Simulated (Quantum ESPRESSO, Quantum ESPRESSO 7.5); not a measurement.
# Tuning the work function of Nb(110)

Which overlayers raise and which lower the work function of Nb(110), and does electronegativity predict it?

Main program and level: Quantum ESPRESSO 7.5; plane-wave DFT, PBEsol, GBRV ultrasoft pseudopotentials (geometry by pw.x at PBE, GBRV ultrasoft).

The experiments to compare with:

For Nb (clean (110) face), “Anisotropic work function of elemental crystals” (2019, arxiv:1902.07811) quotes earlier work: work function (clean (110) face) 4.63 eV.

Report form: the programs' logs are mostly left out.

### 1. Starting point

The cell holds 5 atoms: 5 Nb. Cell: a = 2.858 Å, b = 2.858 Å, c = 25.334 Å, α = 90.0°, β = 90.0°, γ = 70.5°. It derives from Nb. Vacuum lies along c.

This is the clean slab. Each overlayer is one atom a surface cell, set on the long-bridge site and held there by symmetry.

### 2. Relaxing the ions, clean face, with nosym = False

A first try, with the settings that serve most slabs.

Contents of clean.relax.try.in:

```
&control
  prefix = 'clean.relax'
  outdir = './out'
  pseudo_dir = './pseudo'
  nstep = 40
  forc_conv_thr = 0.001
  calculation = 'relax'
/
&system
  ibrav = 0
  nat = 5
  ntyp = 1
  ecutwfc = 40
  ecutrho = 200
  occupations = 'smearing'
  smearing = 'mv'
  degauss = 0.02
/
&electrons
  conv_thr = 1e-07
  mixing_beta = 0.4
  electron_maxstep = 120
  mixing_mode = 'local-TF'
/
&ions
/
ATOMIC_SPECIES
  Nb  92.9064  nb_pbe_v1.uspp.F.UPF
CELL_PARAMETERS angstrom
  2.33345237791561 -1.65000000000000 0.00000000000000
  2.33345237791561 1.65000000000000 0.00000000000000
  0.00000000000000 0.00000000000000 25.33380951166243
ATOMIC_POSITIONS crystal
  Nb  0.000000000000 0.000000000000 0.315783538055 0 0 0
  Nb  0.500000000000 0.500000000000 0.407891769027 0 0 0
  Nb  0.000000000000 0.000000000000 0.500000000000 0 0 0
  Nb  0.500000000000 0.500000000000 0.592108230973
  Nb  0.000000000000 0.000000000000 0.684216461945
K_POINTS automatic
  10 10 1 0 0 0
```

Run with:

```bash
$ OMP_NUM_THREADS=1 mpirun -n 4 pw.x -nk 4 -in clean.relax.try.in > clean.relax.try.out
```

Elapsed: 40 s, on 4 MPI ranks of Intel Xeon Platinum 8559C (Emerald Rapids), shared host; peak memory 0.59 GiB.

This try failed: “checkallsym (1): some of the original symmetry operations not satisfied”.

The message: “checkallsym (1): some of the original symmetry operations not satisfied”. The slab starts symmetric, and holding atoms on one side alone breaks that symmetry at the first step; without symmetry the check falls away, at the price of more k points.

### 3. Relaxing the ions, clean face

The run is repeated without symmetry.

The upper layers and the overlayer are relaxed in a plain periodic cell; the small field of the images is left in for this step. Atoms flagged 0 0 0 are held.

clean.relax.in, as its differences from the input of step 2:

```diff
@@ -17,2 +17,3 @@
   degauss = 0.02
+  nosym = .true.
 /
```

Run with:

```bash
$ OMP_NUM_THREADS=1 mpirun -n 4 pw.x -nk 4 -in clean.relax.in > clean.relax.out
```

Wall time 6.5 min (4 MPI ranks); peak memory 0.69 GiB; 26 min of CPU time.

Relaxation path:

| step | energy less that of the first step (eV) | largest force (eV/Å) |
| --- | --- | --- |
| 1 | 0.0000 | 0.3939 |
| 2 | -0.0053 | 0.3289 |
| 3 | -0.0103 | 0.2592 |
| 4 | -0.0158 | 0.1797 |
| 5 | -0.0192 | 0.0484 |
| 6 | -0.0193 | 0.0446 |
| 7 | -0.0194 | 0.0485 |
| 8 | -0.0196 | 0.0497 |
| 9 | -0.0199 | 0.0464 |
| 10 | -0.0202 | 0.0351 |
| 11 | -0.0204 | 0.0095 |

The atoms that moved most (Å):

| atom | dx | dy | dz | length |
| --- | --- | --- | --- | --- |
| Nb5 | 0.000 | 0.000 | -0.080 | 0.080 |
| Nb4 | 0.000 | 0.000 | 0.028 | 0.028 |

Final coordinates:

```xyz
5
Lattice="2.3335 -1.6500 0.0000 2.3335 1.6500 0.0000 0.0000 0.0000 25.3338" Properties=species:S:1:pos:R:3
Nb    0.0000    0.0000    8.0000
Nb    2.3335    0.0000   10.3335
Nb    0.0000    0.0000   12.6669
Nb    2.3335    0.0000   15.0283
Nb    0.0000    0.0000   17.2537
```

The relaxation lowers the energy by 4 meV an atom. On the free atoms the largest force ends at 0.009 eV/Å.

Read from the output:

```
free energy  : -8020.7180 eV
Fermi energy : 6.002 eV
```

### 4. Ground state, clean face

The effective screening medium with bc1 puts vacuum on both sides and removes the images along the normal. The slab must sit about z = 0, symmetry is kept, and the .esm1 file holds the planar potential.

Level of this step: plane-wave DFT, PBEsol, GBRV ultrasoft pseudopotentials (Quantum ESPRESSO 7.5).

Contents of clean.esm.in:

```
&control
  prefix = 'clean.esm'
  outdir = './out'
  pseudo_dir = './pseudo'
  calculation = 'scf'
  tprnfor = .true.
/
&system
  ibrav = 0
  nat = 5
  ntyp = 1
  ecutwfc = 40
  ecutrho = 200
  occupations = 'smearing'
  smearing = 'mv'
  degauss = 0.02
  assume_isolated = 'esm'
  esm_bc = 'bc1'
/
&electrons
  conv_thr = 1e-07
  mixing_beta = 0.4
  electron_maxstep = 120
  mixing_mode = 'local-TF'
/
ATOMIC_SPECIES
  Nb  92.9064  nb_pbesol_v1.uspp.F.UPF
CELL_PARAMETERS angstrom
  2.33345237791561 -1.65000000000000 0.00000000000000
  2.33345237791561 1.65000000000000 0.00000000000000
  0.00000000000000 0.00000000000000 25.33380951166243
ATOMIC_POSITIONS crystal
  Nb  0.000000000000 0.000000000000 -0.182634611350
  Nb  0.500000000000 0.500000000000 -0.090526380450
  Nb  0.000000000000 0.000000000000 0.001581850550
  Nb  0.499999855400 0.500000162500 0.094791794150
  Nb  -0.000000178000 0.000000122900 0.182634611350
K_POINTS automatic
  10 10 1 0 0 0
```

Run with:

```bash
$ OMP_NUM_THREADS=1 mpirun -n 4 pw.x -nk 4 -in clean.esm.in > clean.esm.out
```

It took 75 s on 4 MPI ranks; peak memory 0.53 GiB.

Numbers from this step:

* free energy: -8020.0235 eV
* Fermi energy: -4.672 eV
* vacuum line at the lower end of the cell, over the Fermi level: 4.709 eV
* vacuum line at the upper end of the cell, over the Fermi level: 4.634 eV

The potential energy, planar mean oscillates, so the rows of the table below give means over windows of 2.34 Å about each position, cut where the curve ends. Its maxima inside the range that stand out by 2 % of the span (Å: eV): -3.4: -1.01, -1.2: -1.04, 1.2: -0.854, 3.5: -1.85. Its minima: -4.6: -30.8, -2.4: -30.7, 0.0: -30.7, 2.4: -30.6, 4.6: -30.8.

Electrostatic potential energy of an electron; zero at the Fermi level. Potential energy, planar mean against z; means over each step:

| z (Å) | potential energy, planar mean (eV) |
| --- | --- |
| -11.50 | 4.71 |
| -9.16 | 4.70 |
| -6.82 | 3.56 |
| -4.48 | -13.8 |
| -2.14 | -13.6 |
| 0.20 | -13.6 |
| 2.54 | -13.8 |
| 4.88 | -13.5 |
| 7.22 | 4.15 |
| 9.56 | 4.63 |
| 11.90 | 4.63 |

The vacuum levels are read from the outermost 0.7 Å of the cell on either side.

The run needed 27 iterations to bring the estimated error under 1e-07 Ry; the largest force on any atom, held or free, is 0.65 eV/Å.

Inside the slab this potential holds the local part of the pseudopotentials, which can be repulsive at the nuclei; only its value in the vacuum has a meaning of its own.

### 5. Projections on atomic orbitals, clean face

projwfc.x splits the states by atom and orbital; the spilling says how much the atomic basis misses.

Contents of clean.pdos.in:

```
&projwfc
  prefix = 'clean.esm'
  outdir = './out'
  filpdos = 'clean.pdos'
  Emin = -12.672
  Emax = -0.672
  DeltaE = 0.1
  ngauss = 0
  degauss = 0.01
/
```

Run with:

```bash
$ OMP_NUM_THREADS=1 mpirun -n 4 projwfc.x -in clean.pdos.in > clean.pdos.out
```

Elapsed: 1.8 s, on 4 MPI ranks; peak memory 0.09 GiB.

Read from the output:

```
spilling of the projection : 7.00e-4
```

Projected DOS an atom over height of the atomic layer and energy from the Fermi level. Columns are the atomic layers from the bottom up.

Ten even steps from '0' (0.00 states/eV) to '9' (2.02 states/eV), each cell a mean:
```
63326
62225
52325
86768
96769
85657
99888
55666
44443
67676
45564
24542
01111
00000
00000
00000
00000
00000
00000
00000
00000
00000
```
Columns: height of the atomic layer (Å) from -4.63 to 4.63; rows upwards: energy from the Fermi level (eV) from -8.00 to 1.50.

The atomic orbitals miss 0.1 % of the occupied states; for empty states the projections can miss much more.

### 6. Relaxation with pw.x, Cl overlayer

Level of this step: plane-wave DFT, PBE, GBRV ultrasoft pseudopotentials (Quantum ESPRESSO 7.5).

System of this step: Nb(110), 5 layers, one monolayer of Cl on longbridge sites. The cell holds 6 atoms: 5 Nb and 1 Cl. Cell: a = 2.858 Å, b = 2.858 Å, c = 28.334 Å, α = 90.0°, β = 90.0°, γ = 70.5°. It derives from Nb. Vacuum lies along c.

Contents of Cl.relax.in:

```
&control
  prefix = 'Cl.relax'
  outdir = './out'
  pseudo_dir = './pseudo'
  nstep = 40
  forc_conv_thr = 0.001
  calculation = 'relax'
/
&system
  ibrav = 0
  nat = 6
  ntyp = 2
  ecutwfc = 40
  ecutrho = 200
  occupations = 'smearing'
  smearing = 'mv'
  degauss = 0.02
/
&electrons
  conv_thr = 1e-07
  mixing_beta = 0.4
  electron_maxstep = 120
  mixing_mode = 'local-TF'
/
&ions
/
ATOMIC_SPECIES
  Nb  92.9064  nb_pbe_v1.uspp.F.UPF
  Cl  35.4500  cl_pbe_v1.4.uspp.F.UPF
CELL_PARAMETERS angstrom
  2.33345237791561 -1.65000000000000 0.00000000000000
  2.33345237791561 1.65000000000000 0.00000000000000
  0.00000000000000 0.00000000000000 28.33380951166243
ATOMIC_POSITIONS crystal
  Nb  0.000000000000 0.000000000000 0.292936253298 0 0 0
  Nb  0.500000000000 0.500000000000 0.375292011953 0 0 0
  Nb  0.000000000000 0.000000000000 0.457647770608 0 0 0
  Nb  0.500000000000 0.500000000000 0.540003529262
  Nb  0.000000000000 0.000000000000 0.622359287917
  Cl  0.500000000000 0.500000000000 0.695995993789
K_POINTS automatic
  10 10 1 0 0 0
```

Run with:

```bash
$ OMP_NUM_THREADS=1 mpirun -n 4 pw.x -nk 4 -in Cl.relax.in > Cl.relax.out
```

Elapsed: 9.5 min, on 4 MPI ranks; peak memory 0.74 GiB; 38 min of CPU time.

The steps of the relaxation:

| step | energy less that of the first step (eV) | largest force (eV/Å) |
| --- | --- | --- |
| 1 | 0.0000 | 1.5041 |
| 2 | -0.0776 | 1.0679 |
| 3 | -0.1310 | 0.5311 |
| 4 | -0.1431 | 0.1733 |
| 5 | -0.1438 | 0.0801 |
| 6 | -0.1443 | 0.0977 |
| 7 | -0.1449 | 0.0882 |
| 8 | -0.1454 | 0.0584 |
| 9 | -0.1457 | 0.0858 |
| 10 | -0.1460 | 0.0950 |
| 11 | -0.1464 | 0.0944 |
| 12 | -0.1471 | 0.0810 |
| 13 | -0.1479 | 0.0498 |
| 14 | -0.1482 | 0.0290 |
| 15 | -0.1482 | 0.0105 |

The atoms that moved most (Å):

| atom | dx | dy | dz | length |
| --- | --- | --- | --- | --- |
| Cl6 | 0.000 | 0.000 | -0.162 | 0.162 |
| Nb4 | 0.000 | 0.000 | -0.031 | 0.031 |
| Nb5 | 0.000 | 0.000 | 0.024 | 0.024 |

The relaxation lowers the energy by 25 meV an atom. On the free atoms the largest force ends at 0.010 eV/Å.

This step gave:

| Item | Value |
| --- | --- |
| free energy | -8475.5560 eV |
| Fermi energy | 5.814 eV |

### 7. Self-consistent run, Cl overlayer

Level of this step: plane-wave DFT, PBEsol, GBRV ultrasoft pseudopotentials (Quantum ESPRESSO 7.5).

Contents of Cl.esm.in:

```
&control
  prefix = 'Cl.esm'
  outdir = './out'
  pseudo_dir = './pseudo'
  calculation = 'scf'
  tprnfor = .true.
/
&system
  ibrav = 0
  nat = 6
  ntyp = 2
  ecutwfc = 40
  ecutrho = 200
  occupations = 'smearing'
  smearing = 'mv'
  degauss = 0.02
  assume_isolated = 'esm'
  esm_bc = 'bc1'
/
&electrons
  conv_thr = 1e-07
  mixing_beta = 0.4
  electron_maxstep = 120
  mixing_mode = 'local-TF'
/
ATOMIC_SPECIES
  Nb  92.9064  nb_pbesol_v1.uspp.F.UPF
  Cl  35.4500  cl_pbesol_v1.4.uspp.F.UPF
CELL_PARAMETERS angstrom
  2.33345237791561 -1.65000000000000 0.00000000000000
  2.33345237791561 1.65000000000000 0.00000000000000
  0.00000000000000 0.00000000000000 28.33380951166243
ATOMIC_POSITIONS crystal
  Nb  0.000000000000 0.000000000000 -0.198675894550
  Nb  0.500000000000 0.500000000000 -0.116320135850
  Nb  0.000000000000 0.000000000000 -0.033964377250
  Nb  0.500000000000 0.500000000000 0.047298357150
  Nb  0.000000000000 0.000000000000 0.131582404450
  Cl  0.500000000000 0.500000000000 0.198675894550
K_POINTS automatic
  10 10 1 0 0 0
```

Run with:

```bash
$ OMP_NUM_THREADS=1 mpirun -n 4 pw.x -nk 4 -in Cl.esm.in > Cl.esm.out
```

It took 2 min on 4 MPI ranks; peak memory 0.72 GiB.

Read from the output:

- free energy: -8473.9456 eV
- Fermi energy: -4.702 eV
- vacuum line at the lower end of the cell, over the Fermi level: 4.715 eV
- vacuum line at the upper end of the cell, over the Fermi level: 4.690 eV

The potential energy, planar mean oscillates, so the rows of the table below give means over windows of 2.33 Å about each position, cut where the curve ends. Its maxima inside the range that stand out by 2 % of the span (Å: eV): -4.4: -0.942, -2.1: -1.05, 0.2: -1.24, 2.6: -0.500, 4.8: -3.53. Its minima: -5.6: -31.0, -3.3: -30.8, -0.9: -30.8, 1.3: -30.6, 3.7: -31.4, 5.6: -19.0.

Electrostatic potential energy of an electron; zero at the Fermi level. Potential energy, planar mean against z; means over each step:

| z (Å) | potential energy, planar mean (eV) |
| --- | --- |
| -12.95 | 4.71 |
| -10.62 | 4.71 |
| -8.29 | 4.30 |
| -5.96 | -13.3 |
| -3.62 | -13.7 |
| -1.29 | -13.7 |
| 1.04 | -13.7 |
| 3.37 | -14.0 |
| 5.70 | -6.92 |
| 8.02 | 4.58 |
| 10.36 | 4.69 |
| 12.69 | 4.69 |

The covered face stands at 4.69 eV against 4.63 eV when clean.

Inside the slab this potential holds the local part of the pseudopotentials, which can be repulsive at the nuclei; only its value in the vacuum has a meaning of its own.

### 8. Projections on atomic orbitals, Cl overlayer

Contents of Cl.pdos.in:

```
&projwfc
  prefix = 'Cl.esm'
  outdir = './out'
  filpdos = 'Cl.pdos'
  Emin = -12.702
  Emax = -0.702
  DeltaE = 0.1
  ngauss = 0
  degauss = 0.01
/
```

Run with:

```bash
$ OMP_NUM_THREADS=1 mpirun -n 4 projwfc.x -in Cl.pdos.in > Cl.pdos.out
```

Run time: 1.9 s. Hardware: 4 MPI ranks; peak memory 0.1 GiB; 7 s of CPU time.

Numbers from this step:

| Item | Value |
| --- | --- |
| spilling of the projection | 0.0013 |

Projected DOS an atom over height of the atomic layer and energy from the Fermi level. Columns are the atomic layers from the bottom up.

Ten even steps from '_' (0.00 states/eV) to '@' (2.32 states/eV), each cell a mean:
```
++::::::++__
==::..::==__
==::--::..__
##******==__
%%==++**++..
##++****++::
%%%%%%##++..
----====--..
====--++--..
**##****==::
::====--::::
::----::::::
__________..
__________::
________..--
________--@@
________..++
________..==
__________--
__________==
__________..
____________
```
Columns: height of the atomic layer (Å) from -5.63 to 5.63 (not evenly spaced); rows upwards: energy from the Fermi level (eV) from -8.00 to 1.40.

The atomic orbitals miss 0.1 % of the occupied states; for empty states the projections can miss much more.

### 9. Relaxation with pw.x, Br overlayer

Level of this step: plane-wave DFT, PBE, GBRV ultrasoft pseudopotentials (Quantum ESPRESSO 7.5).

System of this step: Nb(110), 5 layers, one monolayer of Br on longbridge sites. The cell holds 6 atoms: 5 Nb and 1 Br. Its edges and angles: a = 2.858 Å, b = 2.858 Å, c = 28.334 Å, α = 90.0°, β = 90.0°, γ = 70.5°. It derives from Nb. Vacuum lies along c.

Contents of Br.relax.in:

```
&control
  prefix = 'Br.relax'
  outdir = './out'
  pseudo_dir = './pseudo'
  nstep = 40
  forc_conv_thr = 0.001
  calculation = 'relax'
/
&system
  ibrav = 0
  nat = 6
  ntyp = 2
  ecutwfc = 40
  ecutrho = 200
  occupations = 'smearing'
  smearing = 'mv'
  degauss = 0.02
/
&electrons
  conv_thr = 1e-07
  mixing_beta = 0.4
  electron_maxstep = 120
  mixing_mode = 'local-TF'
/
&ions
/
ATOMIC_SPECIES
  Nb  92.9064  nb_pbe_v1.uspp.F.UPF
  Br  79.9040  br_pbe_v1.4.uspp.F.UPF
CELL_PARAMETERS angstrom
  2.33345237791561 -1.65000000000000 0.00000000000000
  2.33345237791561 1.65000000000000 0.00000000000000
  0.00000000000000 0.00000000000000 28.33380951166243
ATOMIC_POSITIONS crystal
  Nb  0.000000000000 0.000000000000 0.292936253298 0 0 0
  Nb  0.500000000000 0.500000000000 0.375292011953 0 0 0
  Nb  0.000000000000 0.000000000000 0.457647770608 0 0 0
  Nb  0.500000000000 0.500000000000 0.540003529262
  Nb  0.000000000000 0.000000000000 0.622359287917
  Br  0.500000000000 0.500000000000 0.703940787009
K_POINTS automatic
  10 10 1 0 0 0
```

Run with:

```bash
$ OMP_NUM_THREADS=1 mpirun -n 4 pw.x -nk 4 -in Br.relax.in > Br.relax.out
```

Elapsed: 8.7 min, on 4 MPI ranks; peak memory 0.73 GiB.

Step by step:

| step | energy less that of the first step (eV) | largest force (eV/Å) |
| --- | --- | --- |
| 1 | 0.0000 | 0.7791 |
| 2 | -0.0213 | 0.7023 |
| 3 | -0.0411 | 0.6030 |
| 4 | -0.0631 | 0.4257 |
| 5 | -0.0766 | 0.1067 |
| 6 | -0.0771 | 0.1132 |
| 7 | -0.0777 | 0.1078 |
| 8 | -0.0786 | 0.0937 |
| 9 | -0.0797 | 0.0720 |
| 10 | -0.0807 | 0.0958 |
| 11 | -0.0813 | 0.1294 |
| 12 | -0.0820 | 0.1447 |
| 13 | -0.0829 | 0.1425 |
| 14 | -0.0844 | 0.1060 |
| 15 | -0.0853 | 0.0342 |
| 16 | -0.0854 | 0.0066 |

The atoms that moved most (Å):

| atom | dx | dy | dz | length |
| --- | --- | --- | --- | --- |
| Br6 | 0.000 | 0.000 | -0.203 | 0.203 |
| Nb4 | 0.000 | 0.000 | -0.028 | 0.028 |
| Nb5 | 0.000 | 0.000 | -0.012 | 0.012 |

The relaxation lowers the energy by 14 meV an atom. On the free atoms the largest force ends at 0.007 eV/Å.

Read from the output:

- free energy: -8658.8605 eV
- Fermi energy: 6.327 eV

### 10. Self-consistent run, Br overlayer

Level of this step: plane-wave DFT, PBEsol, GBRV ultrasoft pseudopotentials (Quantum ESPRESSO 7.5).

Contents of Br.esm.in:

```
&control
  prefix = 'Br.esm'
  outdir = './out'
  pseudo_dir = './pseudo'
  calculation = 'scf'
  tprnfor = .true.
/
&system
  ibrav = 0
  nat = 6
  ntyp = 2
  ecutwfc = 40
  ecutrho = 200
  occupations = 'smearing'
  smearing = 'mv'
  degauss = 0.02
  assume_isolated = 'esm'
  esm_bc = 'bc1'
/
&electrons
  conv_thr = 1e-07
  mixing_beta = 0.4
  electron_maxstep = 120
  mixing_mode = 'local-TF'
/
ATOMIC_SPECIES
  Nb  92.9064  nb_pbesol_v1.uspp.F.UPF
  Br  79.9040  br_pbesol_v1.4.uspp.F.UPF
CELL_PARAMETERS angstrom
  2.33345237791561 -1.65000000000000 0.00000000000000
  2.33345237791561 1.65000000000000 0.00000000000000
  0.00000000000000 0.00000000000000 28.33380951166243
ATOMIC_POSITIONS crystal
  Nb  0.000000000000 0.000000000000 -0.201918847900
  Nb  0.500000000000 0.500000000000 -0.119563089200
  Nb  0.000000000000 0.000000000000 -0.037207330600
  Nb  0.500000000000 0.500000000000 0.044144169300
  Nb  0.000000000000 0.000000000000 0.127098283500
  Br  0.500000000000 0.500000000000 0.201918847900
K_POINTS automatic
  10 10 1 0 0 0
```

Run with:

```bash
$ OMP_NUM_THREADS=1 mpirun -n 4 pw.x -nk 4 -in Br.esm.in > Br.esm.out
```

Elapsed: 2.1 min, on 4 MPI ranks; peak memory 0.73 GiB.

This step gave:

```
free energy                                                    : -8572.3040 eV
Fermi energy                                                   : -4.272 eV
vacuum line at the lower end of the cell, over the Fermi level : 4.693 eV
vacuum line at the upper end of the cell, over the Fermi level : 3.851 eV
```

The potential energy, planar mean oscillates, so the rows of the table below give means over windows of 2.33 Å about each position, cut where the curve ends. Its maxima inside the range that stand out by 2 % of the span (Å: eV): -4.5: -0.937, -2.2: -1.02, 0.1: -1.18, 2.5: -0.843, 4.8: -2.90, 5.7: 8.47. Its minima: -5.7: -31.1, -3.4: -30.9, -1.1: -30.9, 1.3: -30.8, 3.6: -31.4, 5.1: -6.22, 6.3: -5.11.

Electrostatic potential energy of an electron; zero at the Fermi level. Table of potential energy, planar mean by z; means over each step:

| z (Å) | potential energy, planar mean (eV) |
| --- | --- |
| -12.95 | 4.69 |
| -10.62 | 4.69 |
| -8.29 | 4.18 |
| -5.96 | -13.5 |
| -3.62 | -13.7 |
| -1.29 | -13.7 |
| 1.04 | -13.7 |
| 3.37 | -14.3 |
| 5.70 | -0.574 |
| 8.02 | 3.61 |
| 10.36 | 3.85 |
| 12.69 | 3.85 |

The covered face stands at 3.85 eV against 4.63 eV when clean.

Inside the slab this potential holds the local part of the pseudopotentials, which can be repulsive at the nuclei; only its value in the vacuum has a meaning of its own.

### 11. Projections on atomic orbitals, Br overlayer

Contents of Br.pdos.in:

```
&projwfc
  prefix = 'Br.esm'
  outdir = './out'
  filpdos = 'Br.pdos'
  Emin = -12.272
  Emax = -0.272
  DeltaE = 0.1
  ngauss = 0
  degauss = 0.01
/
```

Run with:

```bash
$ OMP_NUM_THREADS=1 mpirun -n 4 projwfc.x -in Br.pdos.in > Br.pdos.out
```

Wall time 1.8 s (4 MPI ranks); peak memory 0.1 GiB.

Projected DOS an atom over height of the atomic layer and energy from the Fermi level. Columns are the atomic layers from the bottom up.

Ten even steps from '0' (0.00 states/eV) to '9' (2.07 states/eV), each cell a mean:
```
622261
522251
533241
866542
967752
757652
988751
555551
443442
676762
355452
245421
011001
000002
000025
000027
000014
000003
000004
000003
000003
000001
```
Columns: height of the atomic layer (Å) from -5.72 to 5.72 (not evenly spaced); rows upwards: energy from the Fermi level (eV) from -8 to 1.5.

The atomic orbitals miss 0.1 % of the occupied states; for empty states the projections can miss much more.

(Part 1 of 2 ends here.)

[Logs are printed without paths, hosts, clocks, repeated set-up lines and the standing remarks that a program may print on its own settings, such as how far it seeks lower states.]

[Hosts, paths, dates, database ids (printed as entryN), source tags and the programs' standing remarks are cut or masked in the printed files.]

[Maps of the electrostatic potential energy from Ansatz leave out the sawtooth potential of an applied field or a dipole correction, so their vacuum need not be flat; planar profiles and work functions include it.]
